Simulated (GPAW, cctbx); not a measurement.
## How far are the atoms of Ca3V from free atoms?

Aim: compute the bonding part of the density of Ca3V, find which reflections carry it, and see how it biases an ordinary refinement.

The cell comes from substitution in a known structure type and wasn't matched to any measured phase. All numbers below are calculated.

**1. Relax the structure**

The density hangs on the geometry, so cell and atoms are relaxed first, with the symmetry held. The cutoff is set higher than for the density because stress converges slowly with plane waves.

Settings: GPAW 26.7.0, PBE, 570 eV, 4×3×3 k-points (along the axes of the calculation cell), Fermi–Dirac width 0.1 eV, spin-polarised, BFGS to 0.03 eV/Å.

```text
cell
1.0
     0.000000000    0.000000000    5.553000000
     6.975000000    0.000000000    0.000000000
    -3.487500000    6.040527191    0.000000000
V Ca
2 6
Direct
0.750000000 0.333333333 0.666666667
0.250000000 0.666666667 0.333333333
0.250000000 0.173050005 0.346100009
0.250000000 0.173050005 0.826949995
0.250000000 0.653899991 0.826949995
0.750000000 0.826949995 0.653899991
0.750000000 0.826949996 0.173050005
0.750000000 0.346100009 0.173050005
```

```console
$ OMP_NUM_THREADS=1 mpirun -n 4 gpaw python run.py > gpaw.log
```

```text
BFGS:    0      -25.231660        0.705667
BFGS:    1      -25.252100        0.683300
BFGS:    2      -25.485628        0.371294
BFGS:    3      -25.589527        0.093494
BFGS:    4      -25.596312        0.015437
cell  5.8050 7.2841 7.2841  120.00 90.00 90.00
volume 266.733 A^3, largest force 0.012 eV/A, largest stress 0.07 GPa
```

The cell moved far, while the k-mesh and basis were chosen for the start, so the final shape may be somewhat biased.

After 4 steps the volume has changed by +14.0 % and the energy by -0.365 eV; the largest stress left is 0.07 GPa. It took 7.7 min on 4 cores of Arm Neoverse V1 (shared host), peak memory 1.8 GiB.

Relaxed structure: P6_3/mmc (no. 194), a = 7.2841 Å, b = 7.2841 Å, c = 5.8050 Å, α = 90.00°, β = 90.00°, γ = 120.00°.

| atom | mult. | x | y | z |
| --- | --- | --- | --- | --- |
| V1 | 2 | 1/3 | 2/3 | 3/4 |
| Ca1 | 6 | 0.1734 | 0.3467 | 1/4 |

**2. The all-electron density**

X-rays see the whole electron density, so the PAW density is rebuilt with its core regions. Subtracting spherical free atoms from the same code cancels the cores and leaves the deformation density Δρ, the part due to bonding.

Settings: PBE, 450 eV, 4×4×4 k-points, Fermi–Dirac width 0.1 eV, spin-polarised; primitive cell of 8 atoms.

```console
$ OMP_NUM_THREADS=1 mpirun -n 4 gpaw python run.py > gpaw.log
```

```text
|iter:   1|       0s |  -25.116796 | +0.47 |       |  +4.0315|
|iter:   2|       5s |  -24.353120 | -0.12 | -0.94 |  +4.2046|
|iter:   3|      10s |  -24.602089 | -0.62 | -1.21 |  +4.4666|
...
|iter:  36|     157s |  -25.358022c| -7.31 | -4.07c|  +8.1149|
|iter:  37|     160s |  -25.358047c| -7.28 | -4.24c|  +8.1140|
|iter:  38|     163s |  -25.358059c| -7.53c| -4.42c|  +8.1128|
```

```text
grid (60, 72, 72)  electrons 166.000  moved by bonding 1.003 e
deformation density beyond 0.5 A of the nuclei: max 0.097, min -0.017 e/A^3
atom        x       y       z   Voronoi charge  moment
V 1    0.7500  0.3333  0.6667     -0.175       2.76
V 2    0.2500  0.6667  0.3333     -0.175       2.76
Ca3    0.2500  0.1733  0.3467      0.058       0.02
Ca4    0.2500  0.1733  0.8267      0.058       0.02
Ca5    0.2500  0.6533  0.8267      0.058       0.02
Ca6    0.7500  0.8267  0.6533      0.058       0.02
Ca7    0.7500  0.8267  0.1733      0.058       0.02
Ca8    0.7500  0.3467  0.1733      0.058       0.02
mean inner potential of superposed free atoms 12.854 V
total magnetic moment 8.113 muB
```

Deformation density in a plane through the shortest contact of the Ca atom at the origin, in 0.01 e/Å³ (clipped at ±99); x from -1.6 to 5.1 Å, y from 2.4 down to -2.4 Å:

```text
  4  -1  -1   0   0  -1   0   4   4   0  -1   0   0  -1  -1   4
  0  -1   0   0  -1  -1  -1  -1  -1  -1  -1  -1   0   0  -1   0
  1   0   0  -1  -1  -1  -1  -1  -1  -1  -1  -1  -1   0   0   1
  1   0  -1  -1  -1  -1  -1   0   0  -1  -1  -1  -1  -1   0   1
  0  -1   0   1   1  -1  -1  -1  -1  -1  -1   1   1   0  -1   0
  0  -1   2   2   .   3  -1  -1  -1  -1   3   .   2   2  -1   0
 -1  -1   3   .   .   4  -1  -1  -1  -1   4   .   .   3  -1  -1
  0  -1   2  -1   .   3  -1  -1  -1  -1   3   .  -1   2  -1   0
  0  -1  -1   1   2   0  -1  -1  -1  -1   0   2   1   0  -1   0
  0   0  -1  -1  -1  -1   0   0   0   0  -1  -1  -1  -1   0   0
  0   0   0   0   0   0   0   0   0   0   0   0   0   0   0   0
 -1  -1   0   0   1   1   0  -1  -1   0   1   1   0   0  -1  -1
  0  -1  -1   1   1   1   0   1   1   0   1   1   1  -1  -1   0
```

Atoms in or within 0.15 Å of the plane: Ca (0.0, 0.0), Ca (3.5, 0.0) Å. Dots mark points within about 0.45 Å of a nucleus; large values next to them are atomic features.

V gains most (-0.17 e) and Ca loses most (+0.06 e), as electronegativity suggests. Along the shortest contact from the Ca atom at the map's origin, Ca–Ca at 3.50 Å, Δρ is -0.01 e/Å³ at the midpoint and highest, +0.04, 0.60 Å from Ca (points within 0.5 Å of a nucleus left out): little piles up between the atoms. At the midpoints of other shortest contacts it is 0.00 (V–Ca, 3.54 Å) e/Å³. Point values carry grid noise of about 0.01 e/Å³. The cell's moment is 8.11 μB; the largest inside an atomic sphere is 2.76 μB. The run needed 38 iterations, 2.9 min.

**3. From the density to structure factors**

The Fourier components of Δρ, added to those of the free atoms, give the static X-ray structure factors; the Mott–Bethe relation turns them into the Fourier components V of the potential that fast electrons feel.

```text
static structure factors of the conventional cell: F in electrons, V (Mott-Bethe) in volts
   h  k  l      d  |F| table  |F| free   |F| DFT   change   |V| free  |V| DFT  change %
   1  0  0  6.3082     8.391     8.386     8.546    0.160     0.269    0.159    -40.7
   1  0  1  4.2716     2.483     2.430     2.617    0.188     0.204    0.263     28.8
   1  1  0  3.6420     6.505     6.438     6.645    0.207     0.045    0.002    -94.4
   2  0  0  3.1541    64.475    64.480    64.580    0.100     3.097    3.080     -0.6
   0  0  2  2.9025   126.278   126.217   126.382    0.165     5.759    5.735     -0.4
   2  0  1  2.7714   107.147   107.068   107.277    0.209     4.745    4.717     -0.6
   1  0  2  2.6368     6.965     6.899     6.823   -0.076     0.225    0.234      4.0
   2  1  0  2.3843     5.327     5.399     5.500    0.101     0.291    0.282     -3.4
   1  1  2  2.2699     5.672     5.529     5.443   -0.086     0.098    0.105      7.7
   2  1  1  2.2055     9.226     9.103     9.101   -0.002     0.257    0.257      0.1
   2  0  2  2.1358    55.817    55.752    56.036    0.283     2.104    2.082     -1.1
   3  0  0  2.1027     4.679     4.543     4.542   -0.000     0.063    0.063      0.1
   3  0  1  1.9770    12.901    12.904    12.883   -0.021     0.478    0.480      0.3
   1  0  3  1.8499     2.076     1.979     2.003    0.024     0.012    0.013        -
```

The largest X-ray change is +0.28 e on 202, 0.5 % of |F|. For electrons V goes as (Z − F)/g², so a change of F counts against Z − F, which is small at low angle and wherever the atoms' terms cancel: |V| of 100 moves by -40.7 % (0.27 to 0.16 V) against +1.9 % in |F|. The tabulated Hartree–Fock atoms differ from the free DFT atoms by up to 0.14 e, so the choice of reference atom matters too.

**4. Which functional?**

The same geometry is run with other functionals, to see whether the bonding signal is larger than the spread between approximations. Free atoms are LDA for LDA and PBE otherwise; meta-GGAs and hybrids keep PBE cores. Any other changed setting is in the row's label.

| run | ΔF 202 (e) | ΔF 201 (e) | ΔF 110 (e) | q(V) (e) | moved (e) | time |
| --- | --- | --- | --- | --- | --- | --- |
| PBE | +0.283 | +0.209 | +0.207 | -0.175 | 1.003 | 2.9 min |
| LDA | +0.265 | +0.222 | +0.221 | -0.180 | 0.973 | 3.1 min |
| r2SCAN | +0.314 | +0.170 | +0.214 | -0.222 | 1.232 | 6.2 min |

At the base's settings ΔF(202) spans +0.265 to +0.314 e, a spread of 17 % of the PBE value; over the three listed reflections the spread is at most 25 %, so sign and size hold across the functionals. Times are from shared hosts.

**5. What a spherical-atom refinement makes of it**

Routine crystallography fits spherical atoms. To see the bias, intensities are simulated from tabulated atoms plus the DFT change ΔF, so that bonding alone can misfit (16946 reflections of the full sphere, merged to the counts below, to 0.4 Å, 1.5 % proportional noise plus counting noise, assumed isotropic U as listed, Δρ smeared by the mean U) and refined with cctbx over different ranges.

```
                    range  data      R1  GooF  U V1 (true 0.0086)  U Ca1 (true 0.009)  largest shift (Å)  Δρ max, min (e/Å³)
                 all data   868  0.0065  0.97              0.0086              0.0090             0.0000         0.18, -0.20
 low resolution, d > 0.84   111  0.0046  1.11              0.0088              0.0092             0.0002         0.05, -0.07
     high order, d < 0.75   718  0.0075  0.95              0.0086              0.0090             0.0000         0.15, -0.17
occupancies free, d > 0.7   183  0.0046  1.04              0.0087              0.0090             0.0001         0.07, -0.09
```

With all data GooF is 0.97, so at this noise the bonding hardly shows; the top residual peak, near noise level, lies 0.54 Å from V and 3.01 Å from Ca. No U is off by more than 3 s.u. at low resolution. With V1 held at 1 and the scale free, the other occupancies refine to Ca1 0.999(0.001), within three s.u. of full.

**6. Answer**

Bonding moves 1.00 e in the primitive cell of Ca3V and changes the structure factors of the conventional cell in the table above by at most 0.28 e (202, 0.5 %), and among reflections above 2 % of the strongest by up to 3.2 % (110). The shortest bond, Ca–Ca, has Δρ = -0.01 e/Å³ at its midpoint. At the base's settings ΔF(202) spans +0.265 to +0.314 e, a spread of 17 % of the PBE value; over the three listed reflections the spread is at most 25 %, so sign and size hold across the functionals. With all data GooF is 0.97, so at this noise the bonding hardly shows. Limits: static density, frozen cores, no spin–orbit coupling; a ferromagnetic start is the only order tried, and the real ground state may be antiferromagnetic or insulating.

[Outputs are excerpts: Python notices, other lines and further rows are left out; steps that failed or that the build refused (PBEsol, TPSS) are not shown.]

[Logs are printed without paths, hosts, clocks, repeated set-up lines and the standing remarks that a program may print on its own settings, such as how far it seeks lower states.]
